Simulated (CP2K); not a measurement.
Consider 4-fluoropyridine at its PBE geometry (Å).

```xyz
11

F    -1.0157    2.2951    0.0475
C    -0.4663    1.0476    0.0238
C    -1.2911   -0.0713    0.0378
C    -0.6636   -1.3226    0.0052
N     0.6685   -1.5045   -0.0381
C     1.4252   -0.3913   -0.0448
C     0.9165    0.9116   -0.0159
H    -2.3745    0.0270    0.0715
H    -1.2716   -2.2303    0.0131
H     2.5063   -0.5459   -0.0764
H     1.5663    1.7847   -0.0236
```

Method: CP2K XAS_TDP, all-electron GAPW, PBEh(45%), aug-cc-pVDZ, TDA, GW2X-corrected core level, no relativity.

Q: Where do the C K-edge lines lie, and how strong are they?

Leading lines: C2 289.29 eV, C3 287.41 eV and C4 287.56 eV. The leading line of an atom is its first one with 35 % of the strongest within 2.5 eV of its lowest line over the strength cut. Core ionisation energies at this level: C3 292.52, C4 293.29 and C2 295.07 eV.

The first six lines of each atom with a strength over 0.0015:

```
                              atom  energy (eV)  states  strength, one atom  above the computed threshold
          C2 (bonded to 2 C and F)       289.29       1              0.0619                              
                                         292.30       1              0.0459                              
                                         294.60       1              0.0015                              
                                         295.24       1              0.0049                           yes
                                         295.54       1              0.0059                           yes
                                         296.28       1              0.0046                           yes
 C3 (bonded to 2 C and H), 2 alike       287.41       1              0.0475                              
                                         290.46       1              0.0130                              
                                         291.30       1              0.0019                              
                                         291.94       1              0.0017                              
                                         292.16       1              0.0049                              
                                         292.95       1              0.0023                           yes
C4 (bonded to C, N and H), 2 alike       287.56       1              0.0569                              
                                         291.30       1              0.0119                              
                                         292.31       1              0.0023                              
                                         292.96       1              0.0039                              
                                         293.54       1              0.0028                           yes
                                         293.78       1              0.0049                           yes
```

Lines are vertical, at one geometry, with no vibrational structure. GW2X ionisation energies and lines can be off by 1 to 2 eV either way, and a good line position may hide errors that cancel. These values hold no scalar relativity, about 0.1 eV for C 1s. Rydberg lines, and the discretised continuum above threshold, depend on the basis and the box.

[Banner, clock and machine lines of the logs are left out without a mark of their own.]

[Logs are printed without paths, hosts, clocks, repeated set-up lines and the standing remarks that a program may print on its own settings, such as how far it seeks lower states.]

[Hosts, paths, dates, database ids (printed as entryN), source tags and the programs' standing remarks are cut or masked in the printed files.]
